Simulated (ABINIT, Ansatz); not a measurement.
## MgGeSe3 (Pm-3m): zone-centre phonons

Wanted: the vibrations of MgGeSe3 (Pm-3m) at Γ, by two programs.

Method: DFT LDA, scalar-relativistic, plane waves, HGH norm-conserving pseudopotentials, in ABINIT 10.8.3.

The structure was built from a prototype and need not be the compound's stable phase.

**1. Starting point**

Symmetry: Pm-3m, No. 221, cubic system. Conventional cell: a = 4.894 Å, b = 4.894 Å, c = 4.894 Å, α = 90.00°, β = 90.00°, γ = 90.00°. Mg has 12 Se at 3.46 Å nearest. Nearest to Ge lie 6 Se at 2.45 Å. Se has 2 Ge at 2.45 Å nearest. Farther neighbours and most contacts between anions are not listed.

Structure file:

```cif
data_structure
_symmetry_space_group_name_H-M 'Pm-3m'
_symmetry_Int_Tables_number 221
_cell_length_a 4.8936
_cell_length_b 4.8936
_cell_length_c 4.8936
_cell_angle_alpha 90.000
_cell_angle_beta 90.000
_cell_angle_gamma 90.000
_cell_volume 117.19
loop_
_atom_site_label
_atom_site_type_symbol
_atom_site_symmetry_multiplicity
_atom_site_Wyckoff_symbol
_atom_site_fract_x
_atom_site_fract_y
_atom_site_fract_z
_atom_site_occupancy
Mg1 Mg 1 a 0.00000 0.00000 0.00000 1
Ge1 Ge 1 b 0.50000 0.50000 0.50000 1
Se1 Se 3 c 0.50000 0.50000 0.00000 1
```

**2. Relaxation**

The harmonic expansion needs vanishing forces, and a free crystal bears no stress, so cell and atoms are brought to rest. Stress is more sensitive to the basis than forces are: the last 3 Ha under the cutoff are smoothed with ecutsm, and the cutoff is raised above that of the later runs.

The starting cell comes from a relaxation made beforehand in Ansatz (LDA, PseudoDojo NC).

File relax.abi:

```
# relaxation
ionmov 2
optcell 2
dilatmx 1.08
ntime 40
tolmxf 1.0d-05
tolvrs 1.0d-14
prtwf 0
prtden 0
chksymtnons 0

# basis, mesh and filling
ecut 38.0
ecutsm 3.0
ixc 7
ngkpt 6 6 6
nshiftk 1
shiftk 0.0 0.0 0.0
istwfk *1
occopt 7
tsmear 0.01
nband 19
nstep 100
diemac 1000000.0
prtebands 0
prtgsr 0

# cell and atoms
acell 3*1.0 Angstrom
rprim 
    4.893619079 0.0 0.0
    0.0 4.893619079 0.0
    0.0 0.0 4.893619079
ntypat 3
znucl 12 32 34
natom 5
typat 1 2 3 3 3
xred 
    0.0 0.0 0.0
    0.5 0.5 0.5
    0.5 0.5 0.0
    0.5 0.0 0.5
    0.0 0.5 0.5
pp_dirpath "./pseudo"
pseudos "Mg.hgh, Ge.hgh, Se.hgh"
```

Command:

```console
$ OMP_NUM_THREADS=1 mpirun -n 4 abinit relax.abi > relax.log
```

Numbers of over 12 decimals in the logs are rounded to 6 here.

relax.abo, the main output file:

```text
[banners, grids, parts of the stress and lines that vanish by symmetry left out]
- input  file    -> relax.abi
- output file    -> relax.abo
- root for input  files -> relaxi
[...]
Symmetries : space group Pm -3 m (#221); Bravais cP (primitive cubic)
[...]
mpw =       11208          nfft =      216000          nkpt =          20
[...]
== DATASET  1 ==================================================================
[...]
cutoff_energies: {ecut:  38.0, pawecutdg:  -1.0, }
[...]
Exchange-correlation functional for the present dataset will be:
  LDA: Perdew-Wang 92 LSD fit to Ceperley-Alder data - ixc=7
[...]
ETOT  1  -33.305773258999    -3.331E+01 2.273E-02 4.433E+02
 ETOT  2  -33.382244989121    -7.647E-02 3.336E-03 4.683E+01
 ETOT  3  -33.387417433126    -5.172E-03 1.079E-03 2.042E+00
 ETOT  4  -33.387561389159    -1.440E-04 2.912E-04 1.870E-02
 ETOT  5  -33.387562692657    -1.303E-06 6.332E-04 1.145E-03
[...]
At SCF step   11       vres2   =  6.96E-15 < tolvrs=  1.00E-14 =>converged.
[...]
sigma(1 1)=  1.07615205E-05  sigma(3 2)=  0.00000000E+00
  sigma(2 2)=  1.07615205E-05  sigma(3 1)=  0.00000000E+00
  sigma(3 3)=  1.07615205E-05  sigma(2 1)=  0.00000000E+00
[...]
convergence: {deltae: -1.563E-13, res2:  6.959E-15, residm:  8.652E-06, diffor: null, }
etotal    :  -3.33875628E+01
[...]
ETOT  1  -33.387560074463    -3.339E+01 1.847E-05 1.740E-01
[...]
At SCF step    9       vres2   =  4.37E-15 < tolvrs=  1.00E-14 =>converged.
[...]
sigma(1 1)=  8.88101961E-06  sigma(3 2)=  0.00000000E+00
  sigma(2 2)=  8.88101961E-06  sigma(3 1)=  0.00000000E+00
  sigma(3 3)=  8.88101961E-06  sigma(2 1)=  0.00000000E+00
[...]
convergence: {deltae:  9.805E-13, res2:  4.367E-15, residm:  8.763E-09, diffor: null, }
etotal    :  -3.33875703E+01
[...]
ETOT  1  -33.387366780142    -3.339E+01 5.304E-06 3.768E+00
[...]
ETOT  9  -33.387586159041    -2.132E-13 1.886E-10 8.778E-14
 ETOT 10  -33.387586159039     1.300E-12 1.702E-10 1.427E-15
 At SCF step   10       vres2   =  1.43E-15 < tolvrs=  1.00E-14 =>converged.
[...]
sigma(1 1)= -6.70275353E-08  sigma(3 2)=  0.00000000E+00
  sigma(2 2)= -6.70275353E-08  sigma(3 1)=  0.00000000E+00
  sigma(3 3)= -6.70275353E-08  sigma(2 1)=  0.00000000E+00
[...]
convergence: {deltae:  1.300E-12, res2:  1.427E-15, residm:  1.702E-10, diffor: null, }
etotal    :  -3.33875862E+01
[...]
At Broyd/MD step   3, gradients are converged :
[...]
sigma(1 1)= -6.70275353E-08  sigma(3 2)=  0.00000000E+00
  sigma(2 2)= -6.70275353E-08  sigma(3 1)=  0.00000000E+00
  sigma(3 3)= -6.70275353E-08  sigma(2 1)=  0.00000000E+00
[...]
- sigma(1 1)= -1.97201817E-03  sigma(3 2)=  0.00000000E+00
- sigma(2 2)= -1.97201817E-03  sigma(3 1)=  0.00000000E+00
- sigma(3 3)= -1.97201817E-03  sigma(2 1)=  0.00000000E+00
[...]
fcart     -0.0000000000E+00 -0.0000000000E+00 -0.0000000000E+00
           strten     -6.7027535332E-08 -6.7027535332E-08 -6.7027535332E-08
================================================================================

[key lines of the parts left out:]
pressure_GPa:   1.9720E-03
Total energy (etotal) [Ha]= -3.33875861590394E+01
```

Run time: 1.8 min. Hardware: 4 MPI ranks of Arm Neoverse V1, shared host.

The steps of the relaxation:

```tsv
step	energy less that of the first step (eV)	largest force (eV/Å)	volume (Å³)
1	0.0000	0.0000	117.19
2	-0.0002	0.0000	117.08
3	-0.0006	0.0000	116.54
```

```tsv
conventional cell, symmetrised	before	after	change
a (Å)	4.894	4.885	-0.2 %
b (Å)	4.894	4.885	-0.2 %
c (Å)	4.894	4.885	-0.2 %
volume (Å³/atom)	23.44	23.31	-0.6 %
```

The relaxed structure:

```xyz
5
Lattice="4.8846 0.0000 0.0000 0.0000 4.8846 0.0000 0.0000 0.0000 4.8846" Properties=species:S:1:pos:R:3 pbc="T T T"
Mg    0.0000    0.0000    0.0000
Ge    2.4423    2.4423    2.4423
Se    2.4423    2.4423    0.0000
Se    2.4423    0.0000    2.4423
Se    0.0000    2.4423    2.4423
```

Read from the output:

* volume per atom: 23.31 Å³
* pressure: 0.001972 GPa
* gap on the k-mesh: 0 eV

The volume changes by -0.6 % from the cell with which this run began.

**3. Self-consistent run for the response**

First-order wavefunctions inherit every error of the ground state, hence the very tight tolvrs. Occupations are smeared.

File gs.abi:

```
# ground state
tolvrs 1.0d-16
prtden 1
prtwf 1

# basis, mesh and filling
ecut 30.0
ixc 7
ngkpt 6 6 6
nshiftk 1
shiftk 0.0 0.0 0.0
istwfk *1
occopt 7
tsmear 0.01
nband 19
nstep 100
diemac 1000000.0
prtebands 0
prtgsr 0

# cell and atoms
acell 3*1.0 Angstrom
rprim 
    4.884619055 0.0 0.0
    0.0 4.884619055 0.0
    0.0 0.0 4.884619055
ntypat 3
znucl 12 32 34
natom 5
typat 1 2 3 3 3
xred 
    0.0 0.0 0.0
    0.5 0.5 0.5
    0.5 0.5 0.0
    0.5 0.0 0.5
    0.0 0.5 0.5
pp_dirpath "./pseudo"
pseudos "Mg.hgh, Ge.hgh, Se.hgh"
```

Command:

```console
$ OMP_NUM_THREADS=1 mpirun -n 4 abinit gs.abi > gs.log
```

gs.abo, the main output file:

```text
[banners, grids, parts of the stress and lines that vanish by symmetry left out]
- input  file    -> gs.abi
- output file    -> gs.abo
- root for input  files -> gsi
[...]
Symmetries : space group Pm -3 m (#221); Bravais cP (primitive cubic)
[...]
mpw =        6199          nfft =      110592          nkpt =          20
[...]
== DATASET  1 ==================================================================
[...]
cutoff_energies: {ecut:  30.0, pawecutdg:  -1.0, }
[...]
Exchange-correlation functional for the present dataset will be:
  LDA: Perdew-Wang 92 LSD fit to Ceperley-Alder data - ixc=7
[...]
ETOT  1  -33.313716667490    -3.331E+01 2.045E-02 2.200E+02
 ETOT  2  -33.382075195602    -6.836E-02 6.014E-03 2.189E+01
 ETOT  3  -33.386645351533    -4.570E-03 6.319E-04 1.053E+00
 ETOT  4  -33.386793765005    -1.484E-04 4.067E-04 1.029E-02
 ETOT  5  -33.386795317505    -1.552E-06 1.417E-04 5.823E-04
[...]
ETOT 11  -33.386795377844    -1.592E-12 1.857E-06 3.396E-15
 ETOT 12  -33.386795377843     1.286E-12 4.230E-06 4.765E-17
 At SCF step   12       vres2   =  4.76E-17 < tolvrs=  1.00E-16 =>converged.
[...]
sigma(1 1)=  5.95253288E-06  sigma(3 2)=  0.00000000E+00
  sigma(2 2)=  5.95253288E-06  sigma(3 1)=  0.00000000E+00
  sigma(3 3)=  5.95253288E-06  sigma(2 1)=  0.00000000E+00
[...]
convergence: {deltae:  1.286E-12, res2:  4.765E-17, residm:  4.230E-06, diffor: null, }
etotal    :  -3.33867954E+01
[...]
sigma(1 1)=  5.95253288E-06  sigma(3 2)=  0.00000000E+00
  sigma(2 2)=  5.95253288E-06  sigma(3 1)=  0.00000000E+00
  sigma(3 3)=  5.95253288E-06  sigma(2 1)=  0.00000000E+00
[...]
- sigma(1 1)=  1.75129564E-01  sigma(3 2)=  0.00000000E+00
- sigma(2 2)=  1.75129564E-01  sigma(3 1)=  0.00000000E+00
- sigma(3 3)=  1.75129564E-01  sigma(2 1)=  0.00000000E+00
[...]
fcart     -0.0000000000E+00 -0.0000000000E+00 -0.0000000000E+00
           strten      5.9525328817E-06  5.9525328817E-06  5.9525328817E-06
================================================================================

[key lines of the parts left out:]
pressure_GPa:  -1.7513E-01
```

The job ended after 21 s (4 MPI ranks).

Read from the output:

```yaml
pressure: -0.1751 GPa
```

The cell stands at -0.18 GPa: the relaxation ran with a smoothed and higher cutoff, and the difference is a stress of the finite basis.

[end of part 1 of 4]

[Host names and launcher messages were left out of these logs when they were recorded.]

[Logs are printed without paths, hosts, clocks, repeated set-up lines and the standing remarks that a program may print on its own settings, such as how far it seeks lower states.]

[Hosts, paths, dates, database ids (printed as entryN), source tags and the programs' standing remarks are cut or masked in the printed files.]
